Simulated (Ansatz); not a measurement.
# How Co(0001) screens a field

Aim: image plane and induced charge of Co(0001).

Program: Ansatz 0.2.0. Level of theory: plane-wave DFT, LDA, Ansatz PAW. Results are calculated unless marked as measured.

## 1. The starting structure

The cell holds 6 atoms: 6 Co. Cell: a = 2.510 Å, b = 2.510 Å, c = 28.178 Å, α = 90.0°, β = 90.0°, γ = 60.0°. Vacuum lies along c.

## 2. Atoms held, field 0

A sawtooth potential applies the field, turning back in the middle of the vacuum. With the dipole correction the typed value is the field outside the slab. The induced dipole is small, so the SCF threshold is tight.

input.yaml reads:

```yaml
crystal:
  lattice:
    - [2.51, 0.0, 0.0]
    - [1.255, 2.1737237635, 0.0]
    - [0.0, 0.0, 28.17805]
  atoms:
    - { symbol: Co, position: [0.6666666667, 0.6666666667, 0.3193975453], spin: 1.7 }
    - { symbol: Co, position: [0.0, 0.0, 0.3916385272], spin: 1.7 }
    - { symbol: Co, position: [0.6666666667, 0.6666666667, 0.4638795091], spin: 1.7 }
    - { symbol: Co, position: [0.0, 0.0, 0.5361204909], spin: 1.7 }
    - { symbol: Co, position: [0.6666666667, 0.6666666667, 0.6083614728], spin: 1.7 }
    - { symbol: Co, position: [0.0, 0.0, 0.6806024547], spin: 1.7 }
magnetization:
  spin_polarized: true
kpoints:
  mp_grid: { grid: [24, 24, 1] }
hamiltonian:
  xc: lda
scf:
  occupations: { method: fermi_dirac, width: 0.1 }
  convergence: { dr2_threshold: 1.0e-10 }
efield:
  axis: 3
  dipole_correction: true
  ramp_position: 0.97
  ramp_width: 0.06
  amplitude: 0
output:
  forces: true
  write_potential: true
  write_density: true
  volumetric_format: npy
```

On the command line:

```sh
$ ansatz run input.yaml --threads 4 --pin off --max-ram 6144MiB --backend cpu --events-out ev --progress --plain --runs-dir out
```

Numbers of over 12 decimals in the logs are rounded to 6 here.

The program printed:

```text
Engine: ansatz 0.2.0, aarch64-unknown-linux-gnu
Pseudopotentials: kind: paw
Pseudopotential: Co, paw, valence charge 17, recommended cutoff 420 eV (normal), Co.paw.azcp
Functional definition: SPW92
  exchange = slater_x
  correlation = pw_c
Crystal: 6 atoms, lattice volume = 153.741 Å³
Basis set: ecut = 420 eV, 3017 PW (Γ)
Bands: 68, of which v1, the nominal top of the filled ones, is band 51 counted from 1 (50 counted from 0)
Symmetry: 6 space group operations
k-points: 61 of 576 (time reversal used)
Non-local potential: Co, projectors of the file, l = 0: 3, l = 1: 2, l = 2: 3, l = 3: 1
PAW form: soft (Blöchl's): semilocal exchange-correlation on the pseudo side does not see the compensation charge
PAW frozen core: Co, regenerated for the run's functional, and the local potential with it (the file was generated under x = pbe(κ = 0.804, μ = 0.219515), c = pbe(β = 0.066725))
PAW one-centre angular grid: Co, 590 points (default); XC on 64 Gauss nodes
Initial density: superposition of atomic densities (neutral atoms: chi_scale 0, normalization atom)
Starting moments: Σ|m| = 10.2 μB on 6 of 6 sites
Initial wavefunctions: pseudopotential atomic-orbital guess
Functional: x = slater, c = lda
SCF iter   1: F=—  HF=-30372.402746 eV  |F-HF|=—  |Δ(HF+E_count)|=         —  Δρ=6.87e-2 (↑1.94e-2 ↓6.87e-2)  dr2=1.14e1  dr2_m=1.42e0  M=10.415 μB ∫|m|=10.705 μB  β_m=1.00  ethr=3.10e-3  p=0.000 e·Å  D=3.24e-13 V/Å  ΔV_dip=-0.00 eV  dr2_dipole=8.20e-8  V_vac-E_F(+/−)=7.84/7.84 eV  ⟨swp⟩=10.5  Hψ=41725  notcnv=0  defer=180
Mixer restart at iter 1: flushing history
efield: sawtooth ramp at fractional position 0.9700 (set: `efield.ramp_position`, or a place that a band, a saddle search or an elastic batch's reference lends), width 0.0600; the density the first Hamiltonian is built on has a dipole p = 0.000 e·Å; the dipole correction subtracts the counter field D = 3.24e-13 V/Å, which shifts the + side's vacuum level by -0.00 eV against the − side's; the planar-averaged density in the ramp window peaks in size at 3.5e-6 e/Å³
preconditioner: auto → LDOS  [metal: Δε(μ)=0.001 eV  Ē_g=7.454 eV  σ=0.100 eV  W_gap=0.00  n_scr=22 (ndim 8)  ℏωp=22.0 eV  f_vac=0.521  D(μ)=6.50/eV (n_scr^D=24)]
spin=Collinear: LDOS preconditioning applied to the charge; magnetization (m = ρ↑ − ρ↓) channel mixes plain (no charge-response kernel on spin).
SCF iter   2: F=—  HF=-30370.321720 eV  |F-HF|=—  |Δ(HF+E_count)|=    2.08e0  Δρ=1.54e-2 (↑1.54e-2 ↓8.24e-3)  dr2=5.74e-1  dr2_m=1.52e-1  M=10.431 μB ∫|m|=11.018 μB  β_m=0.32  ethr=3.10e-3  p=-0.000 e·Å  D=-1.50e-5 V/Å  ΔV_dip=0.00 eV  dr2_dipole=2.14e-7  V_vac-E_F(+/−)=6.80/6.80 eV  ⟨swp⟩=2.9  Hψ=15462  notcnv=0  defer=342
density mixer auto → msr1: a metal under ldos (density of states about μ 3.12 of a free-electron gas's, 22 screened modes)
SCF iter   3: F=—  HF=-30372.162763 eV  |F-HF|=—  |Δ(HF+E_count)|=    1.84e0  Δρ=7.22e-3 (↑7.22e-3 ↓6.52e-3)  dr2=1.17e-1  dr2_m=5.34e-2  M=10.267 μB ∫|m|=10.903 μB  β_m=0.46  ethr=5.63e-4  p=0.000 e·Å  D=2.52e-6 V/Å  ΔV_dip=-0.00 eV  dr2_dipole=1.13e-9  V_vac-E_F(+/−)=6.29/6.29 eV  ⟨swp⟩=2.8  Hψ=14292  notcnv=0  defer=340
SCF iter   4: F=—  HF=-30373.792569 eV  |F-HF|=—  |Δ(HF+E_count)|=    1.63e0  Δρ=7.10e-3 (↑4.78e-3 ↓7.10e-3)  dr2=9.47e-2  dr2_m=2.77e-2  M=10.050 μB ∫|m|=10.732 μB  β_m=0.56  ethr=1.14e-4  p=0.000 e·Å  D=4.82e-7 V/Å  ΔV_dip=-0.00 eV  dr2_dipole=1.55e-8  V_vac-E_F(+/−)=5.71/5.71 eV  ⟨swp⟩=3.2  Hψ=17644  notcnv=0  defer=346
SCF iter   5: F=—  HF=-30374.191128 eV  |F-HF|=—  |Δ(HF+E_count)|=   3.99e-1  Δρ=2.75e-3 (↑2.04e-3 ↓2.75e-3)  dr2=2.63e-2  dr2_m=1.26e-3  M=9.941 μB ∫|m|=10.612 μB  β_m=0.71  ethr=9.29e-5  p=0.000 e·Å  D=6.09e-6 V/Å  ΔV_dip=-0.00 eV  dr2_dipole=4.79e-8  V_vac-E_F(+/−)=5.53/5.53 eV  ⟨swp⟩=2.2  Hψ=14894  notcnv=0  defer=385
SCF iter   6: F=—  HF=-30374.259570 eV  |F-HF|=—  |Δ(HF+E_count)|=   6.84e-2  Δρ=1.97e-3 (↑1.97e-3 ↓1.33e-3)  dr2=1.09e-2  dr2_m=6.28e-4  M=9.898 μB ∫|m|=10.582 μB  β_m=0.70  ethr=2.58e-5  p=-0.000 e·Å  D=-3.91e-6 V/Å  ΔV_dip=0.00 eV  dr2_dipole=8.82e-8  V_vac-E_F(+/−)=5.44/5.44 eV  ⟨swp⟩=2.8  Hψ=17756  notcnv=0  defer=380
SCF iter   7: F=—  HF=-30374.271013 eV  |F-HF|=—  |Δ(HF+E_count)|=   1.14e-2  Δρ=5.73e-4 (↑4.45e-4 ↓5.73e-4)  dr2=1.66e-3  dr2_m=2.61e-5  M=9.868 μB ∫|m|=10.559 μB  β_m=0.62  ethr=1.07e-5  p=0.000 e·Å  D=9.80e-7 V/Å  ΔV_dip=-0.00 eV  dr2_dipole=1.45e-8  V_vac-E_F(+/−)=5.38/5.38 eV  ⟨swp⟩=2.6  Hψ=16623  notcnv=0  defer=383
SCF iter   8: F=—  HF=-30374.270694 eV  |F-HF|=—  |Δ(HF+E_count)|=   3.18e-4  Δρ=1.52e-4 (↑8.87e-5 ↓1.52e-4)  dr2=5.56e-5  dr2_m=7.16e-6  M=9.861 μB ∫|m|=10.555 μB  β_m=0.74  ethr=1.63e-6  p=-0.000 e·Å  D=-1.63e-7 V/Å  ΔV_dip=0.00 eV  dr2_dipole=2.19e-10  V_vac-E_F(+/−)=5.34/5.34 eV  ⟨swp⟩=2.6  Hψ=14470  notcnv=0  defer=406
SCF iter   9: F=—  HF=-30374.270938 eV  |F-HF|=—  |Δ(HF+E_count)|=   2.44e-4  Δρ=7.77e-5 (↑3.44e-5 ↓7.77e-5)  dr2=1.19e-5  dr2_m=2.17e-6  M=9.864 μB ∫|m|=10.559 μB  β_m=0.76  ethr=5.45e-8  p=0.000 e·Å  D=5.38e-7 V/Å  ΔV_dip=-0.00 eV  dr2_dipole=3.86e-9  V_vac-E_F(+/−)=5.34/5.34 eV  ⟨swp⟩=2.9  Hψ=14663  notcnv=0  defer=402
[...]
SCF iter  11: F=—  HF=-30374.270955 eV  |F-HF|=—  |Δ(HF+E_count)|=   1.39e-7  Δρ=1.35e-5 (↑1.35e-5 ↓7.80e-6)  dr2=3.48e-7  dr2_m=3.20e-8  M=9.865 μB ∫|m|=10.560 μB  β_m=0.56  ethr=5.22e-9  p=0.000 e·Å  D=6.08e-7 V/Å  ΔV_dip=-0.00 eV  dr2_dipole=8.96e-9  V_vac-E_F(+/−)=5.33/5.34 eV  ⟨swp⟩=2.2  Hψ=13072  notcnv=0  defer=400
SCF iter  12: F=—  HF=-30374.270955 eV  |F-HF|=—  |Δ(HF+E_count)|=   2.96e-8  Δρ=4.19e-6 (↑2.53e-6 ↓4.19e-6)  dr2=2.86e-8  dr2_m=1.09e-8  M=9.865 μB ∫|m|=10.560 μB  β_m=0.63  ethr=3.41e-10  p=-0.000 e·Å  D=-2.36e-7 V/Å  ΔV_dip=0.00 eV  dr2_dipole=1.59e-9  V_vac-E_F(+/−)=5.33/5.33 eV  ⟨swp⟩=3.2  Hψ=15846  notcnv=0  defer=400
SCF iter  13: F=—  HF=-30374.270956 eV  |F-HF|=—  |Δ(HF+E_count)|=   1.87e-8  Δρ=2.00e-6 (↑2.00e-6 ↓1.84e-6)  dr2=1.85e-8  dr2_m=1.90e-9  M=9.865 μB ∫|m|=10.560 μB  β_m=0.53  ethr=2.80e-11  p=0.000 e·Å  D=4.00e-7 V/Å  ΔV_dip=-0.00 eV  dr2_dipole=2.96e-9  V_vac-E_F(+/−)=5.33/5.33 eV  ⟨swp⟩=2.5  Hψ=14589  notcnv=0  defer=400
SCF iter  14: F=—  HF=-30374.270956 eV  |F-HF|=—  |Δ(HF+E_count)|=   5.34e-9  Δρ=1.03e-6 (↑1.03e-6 ↓7.88e-7)  dr2=3.74e-9  dr2_m=3.85e-10  M=9.865 μB ∫|m|=10.560 μB  β_m=0.50  ethr=1.82e-11  p=-0.000 e·Å  D=-9.80e-8 V/Å  ΔV_dip=0.00 eV  dr2_dipole=4.92e-10  V_vac-E_F(+/−)=5.33/5.33 eV  ⟨swp⟩=2.3  Hψ=13420  notcnv=0  defer=400
SCF iter  15: F=—  HF=-30374.270956 eV  |F-HF|=—  |Δ(HF+E_count)|=  4.73e-11  Δρ=2.85e-7 (↑2.85e-7 ↓2.81e-7)  dr2=1.61e-10  dr2_m=9.11e-11  M=9.865 μB ∫|m|=10.560 μB  β_m=0.66  ethr=3.67e-12  p=-0.000 e·Å  D=-1.53e-8 V/Å  ΔV_dip=0.00 eV  dr2_dipole=3.22e-11  V_vac-E_F(+/−)=5.33/5.33 eV  ⟨swp⟩=2.3  Hψ=12013  notcnv=0  defer=400
SCF iter  16: F=—  HF=-30374.270956 eV  |F-HF|=—  |Δ(HF+E_count)|=  2.98e-10  Δρ=1.69e-7 (↑1.45e-7 ↓1.69e-7)  dr2=2.52e-11  dr2_m=3.12e-11  M=9.865 μB ∫|m|=10.560 μB  β_m=0.83  ethr=1.00e-12  p=0.000 e·Å  D=2.27e-9 V/Å  ΔV_dip=-0.00 eV  dr2_dipole=1.98e-14  V_vac-E_F(+/−)=5.33/5.33 eV  ⟨swp⟩=1.6  Hψ=9163  notcnv=0  defer=400
SCF iter  17: F=—  HF=-30374.270956 eV  |F-HF|=—  |Δ(HF+E_count)|=  1.86e-10  Δρ=2.10e-7 (↑1.41e-7 ↓2.10e-7)  dr2=1.82e-10  dr2_m=2.12e-12  M=9.865 μB ∫|m|=10.560 μB  β_m=0.65  ethr=1.00e-12  p=0.000 e·Å  D=2.71e-8 V/Å  ΔV_dip=-0.00 eV  dr2_dipole=3.40e-11  V_vac-E_F(+/−)=5.33/5.33 eV  ⟨swp⟩=1.6  Hψ=8884  notcnv=0  defer=400
iter 18 did not close the SCF: its close was put off for the exchange–correlation potential of the local minority spin (scf_convergence_deferred on its scf_iter line)
SCF iter  18: F=-30374.270956 eV  HF=-30374.270956 eV  |F-HF|=2.91e-11  |Δ(HF+E_count)|=  6.18e-10  Δρ=4.93e-8 (↑3.05e-8 ↓4.93e-8)  dr2=7.38e-12  dr2_m=8.04e-13  M=9.865 μB ∫|m|=10.560 μB  β_m=0.58  ethr=1.00e-12  p=0.000 e·Å  D=3.38e-10 V/Å  ΔV_dip=-0.00 eV  dr2_dipole=4.19e-13  V_vac-E_F(+/−)=5.33/5.33 eV  ⟨swp⟩=15.3  Hψ=50979  notcnv=0
SCF iter  19: F=-30374.270955 eV  HF=-30374.270955 eV  |F-HF|=3.27e-11  |Δ(HF+E_count)|=   2.37e-8  Δρ=1.67e-8 (↑1.35e-8 ↓1.67e-8)  dr2=1.10e-12  dr2_m=1.98e-13  M=9.865 μB ∫|m|=10.560 μB  ethr=1.00e-12  p=-0.000 e·Å  D=-8.88e-10 V/Å  ΔV_dip=0.00 eV  dr2_dipole=8.68e-14  V_vac-E_F(+/−)=5.33/5.33 eV  ⟨swp⟩=6.4  Hψ=39500  notcnv=0
SCF 1 converged in 19 iterations: F = -30374.270955 eV  dr2 = 1.10e-12
  greatest PAW one-centre occupation: 1.003 electrons in one spin orbital (limit 2), on the Co atom at site 5 (counted from 0), in its partial waves of l = 1
WARN: The output density's exchange-correlation potential varies sharply where the density is thin. Do not read a vacuum level from v_tot or v_xc, or from such a field of the output density. On a cell that repeats whose density bears no net charge and no dipole along the vacuum's axis use v_es (v_loc + v_h of the components); under efield.dipole_correction with no amplitude use v_es + v_field, which holds any externa [...]
SCF converged after 19 iterations
Magnetization: 9.8650 μB (55.9325 up, 46.0675 down)
Absolute magnetization: 10.5623 μB (∫|ρ↑−ρ↓|, with the PAW one-centre terms)
Spin contamination: 0.1453 ħ² per cell (⟨S²⟩ above its minimum at these occupations)
Per-site moments (μB) at R_I (Å): [(1.754760, 1.030734), (1.684201, 1.030734), (1.640499, 1.030734), (1.640499, 1.030734), (1.684201, 1.030734), (1.754760, 1.030734)]
Free energy (F): -30374.270955 eV
Harris-Foulkes:  -30374.270955 eV  (|F-HF|=3.27e-11)
Internal energy: -30374.055488 eV  (E = F + TS)
E sigma→0 (E₀):  -30374.163222 eV
Entropy (-TS):   -0.215468 eV (-35.911 meV/atom)
Fermi energy:    4.741530 eV
Dipole field:    D = -0.000000 V/Å  (p = -0.000000 e·Å, saw-weighted, corrected)
Work function:   Φ+ = 5.3344 eV   Φ− = 5.3344 eV
Levels:          The Fermi level and band energies are counted from a zero that moves with the ramp; work functions are not
--- Per-component energies (eV) ---
  E_band       = -2850.691478
  E_kinetic    = 2714.118831
  E_local      = -281527.571511  (includes V_loc(G=0)·N_el)
  E_nonlocal   = 2760.389342
  E_hartree    = 138678.984309
  E_xc         = -939.696426
  E_vxc        = -1219.836816  (∫ρ·V_xc dr)
  E_paw        = -8715.735598  (= ΣΔE_a)
  E_vpaw       = -2935.760461  (= ΣTr[D̂ρ^β])
  E_aug_tail   = 0.000182  (compensation charges beyond the density's cutoff)
  E_efield     = 0.000000  (sawtooth field / dipole correction)
  E_vefield    = 0.000000  (∫n·V_field dr)
  E_ewald      = 116652.945880
  E_core_change = 2.509504  (= ΣΔE_core)
  E_smearing   = -0.215468  (= −TS)
  E_closure    = -0.000000  (closes the sum)
  Σ components = -30374.270955   (vs F -30374.270955, Δ=0.00e0)
--- Forces (eV/Å), atoms counted from 1 ---
  atom   1  Co     0.00000000     0.00000000     1.04327495
  atom   2  Co     0.00000000     0.00000000    -0.34586406
  atom   3  Co    -0.00000000    -0.00000000     0.13523931
  atom   4  Co     0.00000000     0.00000000    -0.13523924
  atom   5  Co    -0.00000000    -0.00000000     0.34586412
  atom   6  Co    -0.00000000    -0.00000000    -1.04327503
  max |Σ_I F_I| component: 4.29e-8 eV/Å
--- Band table (eV; the first three rows and the last of 122) ---
  k-point 0 ↑: bands = [... 47 lower, 3.0207, 3.0207, 3.2564, 3.2564, 3.5494, 3.5494, 3.7727, 3.7727, ... 13 higher]
  k-point 1 ↑: bands = [... 47 lower, 3.0028, 3.0077, 3.2480, 3.2550, 3.5139, 3.5439, 3.6869, 3.7460, ... 13 higher]
  k-point 2 ↑: bands = [... 47 lower, 2.9468, 2.9748, 3.1748, 3.2264, 3.3450, 3.4798, 3.5288, 3.7475, ... 13 higher]
  k-point 60 ↓: bands = [... 47 lower, 5.4501, 5.4501, 5.5791, 5.6558, 5.6558, 5.7396, 5.7396, 10.2275, ... 13 higher]
```

Run time: 1.8 min. Hardware: 4 threads of Arm Neoverse V1, shared host; peak memory 1.1 GiB; 6.8 min of CPU time.

Reading the cycles: dr2 is the Hartree energy of the density residual (eV), the measure of convergence; HF is the Harris–Foulkes estimate of the energy, which meets the free energy F at convergence.

Numbers from this step:

```
energy at zero smearing   : -30374.1632 eV
total moment              : 9.865 μB
site moments              : 1.755, 1.684, 1.640, 1.640, 1.684, 1.755 μB
work function, upper face : 5.334 eV
dipole along the normal   : -3.85e-7 e·Å
```

Running mean over 2.03561 Å of the planar mean; the ramp of the sawtooth is left out. Electron's electrostatic potential energy less the Fermi level against z:

| z (Å) | electron's electrostatic potential energy less the Fermi level (eV) |
| --- | --- |
| 3.5 | 5.33 |
| 4.0 | 5.33 |
| 4.5 | 5.33 |
| 5.0 | 5.33 |
| 5.5 | 5.32 |
| 6.0 | 5.28 |
| 6.5 | 5.12 |
| 7.0 | 4.57 |
| 7.5 | 2.29 |
| 8.0 | -3.13 |
| 8.5 | -8.29 |
| 9.0 | -10.00 |
| 9.5 | -10.2 |
| 10.0 | -10.2 |
| 10.5 | -10.2 |
| 11.0 | -10.2 |
| 11.5 | -10.2 |
| 12.0 | -10.2 |
| 12.5 | -10.2 |
| 13.0 | -10.2 |
| 13.5 | -10.2 |
| 14.0 | -10.2 |
| 14.5 | -10.2 |
| 15.0 | -10.2 |
| 15.5 | -10.2 |
| 16.0 | -10.2 |
| 16.5 | -10.2 |
| 17.0 | -10.2 |
| 17.5 | -10.2 |
| 18.0 | -10.2 |
| 18.5 | -10.2 |
| 19.0 | -10.1 |
| 19.5 | -9.27 |
| 20.0 | -5.24 |
| 20.5 | 0.617 |
| 21.0 | 4.11 |
| 21.5 | 5.00 |
| 22.0 | 5.24 |
| 22.5 | 5.31 |
| 23.0 | 5.33 |
| 23.5 | 5.33 |
| 24.0 | 5.33 |
| 24.5 | 5.33 |
| 25.0 | 5.33 |

Site moment by atom:

| atom | site moment (μB) |
| --- | --- |
| Co1 | 1.75 |
| Co2 | 1.68 |
| Co3 | 1.64 |
| Co4 | 1.64 |
| Co5 | 1.68 |
| Co6 | 1.75 |

Force by atom:

| atom | x (eV/Å) | y (eV/Å) | z (eV/Å) | size |
| --- | --- | --- | --- | --- |
| Co1 | 0.00 | 0.00 | 1.04 | 1.04 |
| Co2 | 0.00 | 0.00 | -0.35 | 0.35 |
| Co3 | 0.00 | 0.00 | 0.14 | 0.14 |
| Co4 | 0.00 | 0.00 | -0.14 | 0.14 |
| Co5 | 0.00 | 0.00 | 0.35 | 0.35 |
| Co6 | 0.00 | 0.00 | -1.04 | 1.04 |

The work function of the upper face is 5.33 eV.

## 3. Single point, field 0.05 V/Å

Changes to input.yaml since step 2:

```diff
@@ -26,3 +26,3 @@
   ramp_width: 0.06
-  amplitude: 0
+  amplitude: 0.05
 output:
```

The program printed:

```text
[...]
Crystal: 6 atoms, lattice volume = 153.741 Å³
Basis set: ecut = 420 eV, 3017 PW (Γ)
Bands: 68, of which v1, the nominal top of the filled ones, is band 51 counted from 1 (50 counted from 0)
Symmetry: 6 space group operations
k-points: 61 of 576 (time reversal used)
[...]
Starting moments: Σ|m| = 10.2 μB on 6 of 6 sites
[...]
k-point 1 ↑: bands = [... 47 lower, 3.0027, 3.0076, 3.2479, 3.2548, 3.5138, 3.5438, 3.6868, 3.7459, ... 13 higher]
  k-point 2 ↑: bands = [... 47 lower, 2.9467, 2.9747, 3.1747, 3.2263, 3.3449, 3.4797, 3.5287, 3.7474, ... 13 higher]
  k-point 60 ↓: bands = [... 47 lower, 5.4495, 5.4505, 5.5790, 5.6557, 5.6558, 5.7395, 5.7395, 10.2274, ... 13 higher]
[key lines of the parts left out:]
SCF converged after 18 iterations
Magnetization: 9.8650 μB (55.9325 up, 46.0675 down)
Free energy (F): -30374.271466 eV
Fermi energy:    4.741415 eV
Dipole field:    D = 0.024015 V/Å  (p = 0.020404 e·Å, saw-weighted, corrected)
```

The job ended after 99 s (4 threads; peak memory 1.1 GiB).

The dipole is 0.0204 e·Å.

## 4. Single point, field -0.05 V/Å

Changes to input.yaml since step 3:

```diff
@@ -26,3 +26,3 @@
   ramp_width: 0.06
-  amplitude: 0.05
+  amplitude: -0.05
 output:
```

The program printed:

```text
[...]
Crystal: 6 atoms, lattice volume = 153.741 Å³
Basis set: ecut = 420 eV, 3017 PW (Γ)
Bands: 68, of which v1, the nominal top of the filled ones, is band 51 counted from 1 (50 counted from 0)
Symmetry: 6 space group operations
k-points: 61 of 576 (time reversal used)
[...]
Starting moments: Σ|m| = 10.2 μB on 6 of 6 sites
[...]
k-point 1 ↑: bands = [... 47 lower, 3.0027, 3.0076, 3.2479, 3.2548, 3.5138, 3.5438, 3.6868, 3.7459, ... 13 higher]
  k-point 2 ↑: bands = [... 47 lower, 2.9467, 2.9747, 3.1747, 3.2263, 3.3449, 3.4797, 3.5287, 3.7474, ... 13 higher]
  k-point 60 ↓: bands = [... 47 lower, 5.4495, 5.4505, 5.5790, 5.6557, 5.6558, 5.7395, 5.7395, 10.2274, ... 13 higher]
[key lines of the parts left out:]
SCF converged after 18 iterations
Magnetization: 9.8650 μB (55.9325 up, 46.0675 down)
Free energy (F): -30374.271466 eV
Fermi energy:    4.741413 eV
Dipole field:    D = -0.024013 V/Å  (p = -0.020402 e·Å, saw-weighted, corrected)
```

It took 100 s on 4 threads; peak memory 1.1 GiB.

The dipole is -0.0204 e·Å.

## 5. Atoms held, field 0.1 V/Å

Changes to input.yaml since step 4:

```diff
@@ -26,3 +26,3 @@
   ramp_width: 0.06
-  amplitude: -0.05
+  amplitude: 0.1
 output:
```

The program printed:

```text
[...]
Crystal: 6 atoms, lattice volume = 153.741 Å³
Basis set: ecut = 420 eV, 3017 PW (Γ)
Bands: 68, of which v1, the nominal top of the filled ones, is band 51 counted from 1 (50 counted from 0)
Symmetry: 6 space group operations
k-points: 61 of 576 (time reversal used)
[...]
Starting moments: Σ|m| = 10.2 μB on 6 of 6 sites
[...]
k-point 1 ↑: bands = [... 47 lower, 3.0023, 3.0073, 3.2475, 3.2545, 3.5134, 3.5434, 3.6864, 3.7456, ... 13 higher]
  k-point 2 ↑: bands = [... 47 lower, 2.9464, 2.9743, 3.1743, 3.2260, 3.3445, 3.4793, 3.5284, 3.7471, ... 13 higher]
  k-point 60 ↓: bands = [... 47 lower, 5.4486, 5.4506, 5.5787, 5.6553, 5.6554, 5.7391, 5.7392, 10.2270, ... 13 higher]
[key lines of the parts left out:]
SCF converged after 18 iterations
Magnetization: 9.8650 μB (55.9325 up, 46.0675 down)
Free energy (F): -30374.272996 eV
Fermi energy:    4.741069 eV
Dipole field:    D = 0.048030 V/Å  (p = 0.040808 e·Å, saw-weighted, corrected)
```

It took 1.7 min on 4 threads; peak memory 1.1 GiB; 6.3 min of CPU time.

The dipole is 0.0408 e·Å.

## 6. Atoms held, field -0.1 V/Å

Changes to input.yaml since step 5:

```diff
@@ -26,3 +26,3 @@
   ramp_width: 0.06
-  amplitude: 0.1
+  amplitude: -0.1
 output:
```

The program printed:

```text
[...]
Crystal: 6 atoms, lattice volume = 153.741 Å³
Basis set: ecut = 420 eV, 3017 PW (Γ)
Bands: 68, of which v1, the nominal top of the filled ones, is band 51 counted from 1 (50 counted from 0)
Symmetry: 6 space group operations
k-points: 61 of 576 (time reversal used)
[...]
Starting moments: Σ|m| = 10.2 μB on 6 of 6 sites
[...]
k-point 1 ↑: bands = [... 47 lower, 3.0023, 3.0073, 3.2475, 3.2545, 3.5134, 3.5434, 3.6864, 3.7456, ... 13 higher]
  k-point 2 ↑: bands = [... 47 lower, 2.9464, 2.9743, 3.1743, 3.2260, 3.3445, 3.4793, 3.5283, 3.7471, ... 13 higher]
  k-point 60 ↓: bands = [... 47 lower, 5.4486, 5.4506, 5.5787, 5.6553, 5.6554, 5.7391, 5.7392, 10.2270, ... 13 higher]
[key lines of the parts left out:]
SCF converged after 18 iterations
Magnetization: 9.8650 μB (55.9325 up, 46.0675 down)
Free energy (F): -30374.272996 eV
Fermi energy:    4.741067 eV
Dipole field:    D = -0.048028 V/Å  (p = -0.040806 e·Å, saw-weighted, corrected)
```

The job ended after 1.7 min (4 threads; peak memory 1.1 GiB).

The dipole is -0.0408 e·Å.

(Part 1 of 2 ends here.)

[Logs are printed without paths, hosts, clocks, repeated set-up lines and the standing remarks that a program may print on its own settings, such as how far it seeks lower states.]

[Hosts, paths, dates, database ids (printed as entryN), source tags and the programs' standing remarks are cut or masked in the printed files.]

[Maps of the electrostatic potential energy from Ansatz leave out the sawtooth potential of an applied field or a dipole correction, so their vacuum need not be flat; planar profiles and work functions include it.]
